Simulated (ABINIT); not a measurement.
# AlN (F-43m): G0W0 in ABINIT against the bands in the screening, part 2 of 2

Wanted: the cheapest bands in the screening that holds the gap of AlN (F-43m).

ABINIT 10.8.3; PBE and many-body steps on it, plane waves. Known limits of the many-body steps: not at the basis limit.

So far. Step 2 (Screening, 6×6×6 mesh, 12 bands, screening to 261.2 eV): Local fields lower ε∞ by 8 %. Step 5 (25 bands): The gap on the mesh goes from 3.32 eV to 4.48 eV, a correction of +1.15 eV.

## (6) Screening, 6×6×6 mesh, 99 bands, screening to 261.2 eV

This step: RPA screening on PBE, plane waves, norm-conserving pseudopotentials.

Input file run.abi:

```
acell 3*1.0 Angstrom
rprim 
  -0.000000000000 2.183993559600 2.183993559600
  2.183993559600 -0.000000000000 2.183993559600
  2.183993559600 2.183993559600 -0.000000000000
ntypat 2
znucl 13 7
natom 2
typat 1 2
xred 
  0.000000000000 0.000000000000 0.000000000000
  0.750000000000 0.750000000000 0.750000000000
pp_dirpath "pseudos"
pseudos "Al.upf, N.upf"
ecut 36
ngkpt 6 6 6
nshiftk 1
shiftk 0 0 0
kptopt 1
chksymbreak 0
istwfk *1
occopt 1
irdwfk 1
optdriver 3
nband 99
ecuteps 9.6
inclvkb 2
awtr 1
symchi 1
indata_prefix "in"
outdata_prefix "out"
tmpdata_prefix "tmp"
```

The run is started by

```console
$ OMP_NUM_THREADS=1 mpirun -n 8 abinit run.abi > log
```

Log:

```text
.Version 10.8.3 of ABINIT. v10.8.2 released Aug 2026.

 Symmetries : space group F-4 3 m (#216); Bravais cF (face-center cubic)
[... echo of the input left out ...]
== DATASET  1 ==================================================================
-   mpi_nproc: 8, omp_nthreads: 1 (-1 if OMP is not activated)

--- !DatasetInfo
iteration_state: {dtset: 1, }
dimensions: {natom: 2, nkpt: 16, mband: 99, nsppol: 1, nspinor: 1, nspden: 1, mpw: 1464, }
cutoff_energies: {ecut:  36.0, pawecutdg:  -1.0, }
[...]
--------------------------------------------------------------------------------
[... chi0 elements left out ...]
 For q-point:  0.000010 0.000020 0.000030
  dielectric constant =   4.3477
  dielectric constant without local fields =   4.7911

  Average fulfillment of the sum rule on Im[epsilon] for q-point    1 :     88.59  [%]
[... wings left out ...]
  q-point number  2        q = ( 0.166667, 0.000000, 0.000000) [r.l.u.]
--------------------------------------------------------------------------------
[... chi0 elements left out ...]
  Average fulfillment of the sum rule on Im[epsilon] for q-point    2 :     95.60  [%]

 [... 14 further q-points ...]
```

Wall time 11 s (8 MPI ranks of AMD EPYC 9R45, shared host); peak memory 1.2 GiB.

Numbers from this step:

| Item | Value |
| --- | --- |
| ε∞ with local fields, on this mesh, along the program's q direction | 4.348 |
| the same without local fields | 4.791 |
| plasma frequency | 23.01 eV |
| plane waves in the screening matrix | 181 |

## (7) 99 bands

This step: G0W0 on PBE, plane waves, norm-conserving pseudopotentials.

Edit run.abi of step 6 so:

```diff
@@ -23,8 +23,17 @@
 irdwfk 1
-optdriver 3
+optdriver 4
 nband 99
+gwcalctyp 0
+ecutsigx 36
+symsigma 1
+nkptgw 2
+kptgw 
+  0.0000000000 0.0000000000 0.0000000000
+  0.5000000000 0.5000000000 0.0000000000
+bdgw 
+  2 8
+  3 6
 ecuteps 9.6
-inclvkb 2
-awtr 1
-symchi 1
+irdscr 1
+ppmodel 1
 indata_prefix "in"
```

Log:

```text
.Version 10.8.3 of ABINIT. v10.8.2 released Aug 2026.

 Symmetries : space group F-4 3 m (#216); Bravais cF (face-center cubic)
[... echo of the input left out ...]
== DATASET  1 ==================================================================
-   mpi_nproc: 8, omp_nthreads: 1 (-1 if OMP is not activated)

--- !DatasetInfo
iteration_state: {dtset: 1, }
dimensions: {natom: 2, nkpt: 16, mband: 99, nsppol: 1, nspinor: 1, nspden: 1, mpw: 1464, }
cutoff_energies: {ecut:  36.0, pawecutdg:  -1.0, }
[...]
Band     E0 <VxcDFT>   SigX SigC(E0)      Z dSigC/dE  Sig(E)    E-E0       E
[...]
5   8.483  -9.206  -5.016  -3.769   0.835  -0.197  -8.855   0.351   8.834
        6  13.810  -9.461  -4.383  -4.373   0.838  -0.193  -8.870   0.590  14.401

== END DATASET(S) ==============================================================
================================================================================

 -outvars: echo values of variables after computation  --------
           etotal      0.0000000000E+00
            nband          99
             nkpt          16
          spgroup         216
 [... the other variables as echoed above ...]

 Calculation completed.
```

Elapsed: 4.6 s, on 8 MPI ranks; peak memory 1.3 GiB; 35 s of CPU time.

This step gave:

```yaml
g0w0_gap_on_the_points_computed: 4.52 eV
starting_gap_on_the_mesh: 3.325 eV
k_of_the_valence_top: 0, 0, 0
k_of_the_conduction_bottom: 0.5, 0.5, 0
least_direct_g0w0_gap_on_the_computed_points: 5.586 eV
```

Against the run before, the gap moves by +0.045 eV.

## (8) Screening, 6×6×6 mesh, 225 bands, screening to 261.2 eV

This step: RPA screening on PBE, plane waves, norm-conserving pseudopotentials.

Edit run.abi of step 7 so:

```diff
@@ -23,17 +23,8 @@
 irdwfk 1
-optdriver 4
-nband 99
-gwcalctyp 0
-ecutsigx 36
-symsigma 1
-nkptgw 2
-kptgw 
-  0.0000000000 0.0000000000 0.0000000000
-  0.5000000000 0.5000000000 0.0000000000
-bdgw 
-  2 8
-  3 6
+optdriver 3
+nband 225
 ecuteps 9.6
-irdscr 1
-ppmodel 1
+inclvkb 2
+awtr 1
+symchi 1
 indata_prefix "in"
```

Log:

```text
.Version 10.8.3 of ABINIT. v10.8.2 released Aug 2026.

 Symmetries : space group F-4 3 m (#216); Bravais cF (face-center cubic)
[... echo of the input left out ...]
== DATASET  1 ==================================================================
-   mpi_nproc: 8, omp_nthreads: 1 (-1 if OMP is not activated)

--- !DatasetInfo
iteration_state: {dtset: 1, }
dimensions: {natom: 2, nkpt: 16, mband: 225, nsppol: 1, nspinor: 1, nspden: 1, mpw: 1464, }
cutoff_energies: {ecut:  36.0, pawecutdg:  -1.0, }
[...]
--------------------------------------------------------------------------------
[... chi0 elements left out ...]
 For q-point:  0.000010 0.000020 0.000030
  dielectric constant =   4.3496
  dielectric constant without local fields =   4.7915

  Average fulfillment of the sum rule on Im[epsilon] for q-point    1 :     97.23  [%]
[... wings left out ...]
  q-point number  2        q = ( 0.166667, 0.000000, 0.000000) [r.l.u.]
--------------------------------------------------------------------------------
[... chi0 elements left out ...]
  Average fulfillment of the sum rule on Im[epsilon] for q-point    2 :     99.12  [%]

 [... 14 further q-points ...]
```

Wall time 24 s (8 MPI ranks); peak memory 1.9 GiB.

This step gave:

| Item | Value |
| --- | --- |
| ε∞ with local fields, on this mesh, along the program's q direction | 4.350 |
| the same without local fields | 4.792 |
| plasma frequency | 23.01 eV |
| plane waves in the screening matrix | 181 |

## (9) 225 bands

This step: G0W0 on PBE, plane waves, norm-conserving pseudopotentials.

Edit run.abi of step 8 so:

```diff
@@ -23,8 +23,17 @@
 irdwfk 1
-optdriver 3
-nband 225
+optdriver 4
+nband 99
+gwcalctyp 0
+ecutsigx 36
+symsigma 1
+nkptgw 2
+kptgw 
+  0.0000000000 0.0000000000 0.0000000000
+  0.5000000000 0.5000000000 0.0000000000
+bdgw 
+  2 8
+  3 6
 ecuteps 9.6
-inclvkb 2
-awtr 1
-symchi 1
+irdscr 1
+ppmodel 1
 indata_prefix "in"
```

Log:

```text
.Version 10.8.3 of ABINIT. v10.8.2 released Aug 2026.

 Symmetries : space group F-4 3 m (#216); Bravais cF (face-center cubic)
[... echo of the input left out ...]
== DATASET  1 ==================================================================
-   mpi_nproc: 8, omp_nthreads: 1 (-1 if OMP is not activated)

--- !DatasetInfo
iteration_state: {dtset: 1, }
dimensions: {natom: 2, nkpt: 16, mband: 99, nsppol: 1, nspinor: 1, nspden: 1, mpw: 1464, }
cutoff_energies: {ecut:  36.0, pawecutdg:  -1.0, }
[...]
Band     E0 <VxcDFT>   SigX SigC(E0)      Z dSigC/dE  Sig(E)    E-E0       E
[...]
5   8.483  -9.206  -5.016  -3.784   0.835  -0.197  -8.867   0.339   8.822
        6  13.810  -9.461  -4.383  -4.390   0.838  -0.193  -8.885   0.576  14.386

== END DATASET(S) ==============================================================
================================================================================

 -outvars: echo values of variables after computation  --------
           etotal      0.0000000000E+00
            nband          99
             nkpt          16
          spgroup         216
 [... the other variables as echoed above ...]

 Calculation completed.
```

Elapsed: 4.6 s, on 8 MPI ranks; peak memory 1.3 GiB.

Numbers from this step:

| Item | Value |
| --- | --- |
| G0W0 gap on the points computed | 4.538 eV |
| starting gap on the mesh | 3.325 eV |
| k of the valence top | 0, 0, 0 |
| k of the conduction bottom | 0.5, 0.5, 0 |
| least direct G0W0 gap on the computed points | 5.589 eV |

Against the run before, the gap moves by +0.018 eV.

## (10) The runs together

Times are wall times on 8 MPI ranks of AMD EPYC 9R45, shared host, good to a factor of about two. A run's time includes the screening step that it read.

| run | mesh | bands | screening cutoff (eV) | DFT gap (eV) | gap on the mesh (eV) | direct (eV) | ε∞ used | time |
| --- | --- | --- | --- | --- | --- | --- | --- | --- |
| 12 bands | 6×6×6 | 99 | 261.2 | 3.325 | 4.535 | 5.590 | 4.32 | 7 s |
| 25 bands | 6×6×6 | 99 | 261.2 | 3.325 | 4.475 | 5.551 | 4.34 | 8.6 s |
| 99 bands | 6×6×6 | 99 | 261.2 | 3.325 | 4.520 | 5.586 | 4.35 | 15 s |
| 225 bands | 6×6×6 | 99 | 261.2 | 3.325 | 4.538 | 5.589 | 4.35 | 28 s |

## (11) Outcome

* 12 bands: 4.535 eV
* 25 bands: 4.475 eV
* 99 bands: 4.520 eV
* 225 bands: 4.538 eV
* known limits: not at the basis limit

The setting moved: bands in the screening. From 12 bands to 225 bands the gap moves by +0.003 eV, for 4.0 times the time, not steadily: it passes through 4.48 eV. The last step still moves it by +0.018 eV. Bands and screening cutoff are coupled, so a series along one setting does not show full convergence. Bands and cutoff are finite, so the gap is not at the basis limit. The miss can reach some tenths of an eV and take either sign; the mesh is an error of its own. In the first G0W0 run levels were corrected at 2 k points alone, so a gap called «on the mesh» is the least over those, and an edge elsewhere would be missed.

[Paths, hosts, dates, memory and timing lines, banners, echoed tables and standing remarks are left out of the program output.]

[Logs are printed without paths, hosts, clocks, repeated set-up lines and the standing remarks that a program may print on its own settings, such as how far it seeks lower states.]

[Runs of the session that timed out or met a known fault of the program may be left out.]

[No measured gap is set beside runs whose start may be inverted or whose files or cutoffs have a known fault.]

[Hosts, paths, dates, database ids (printed as entryN), source tags and the programs' standing remarks are cut or masked in the printed files.]

[G0W0 gaps are taken among the corrected bands and points alone; a level outside them can change the order at an edge.]

[Where Ansatz stands beside ABINIT at settings called matched, ABINIT's density can come from a denser mesh and the files from another edition; pairs whose starting gaps differed by over 0.03 eV were left out, so agreement reads better than it is.]
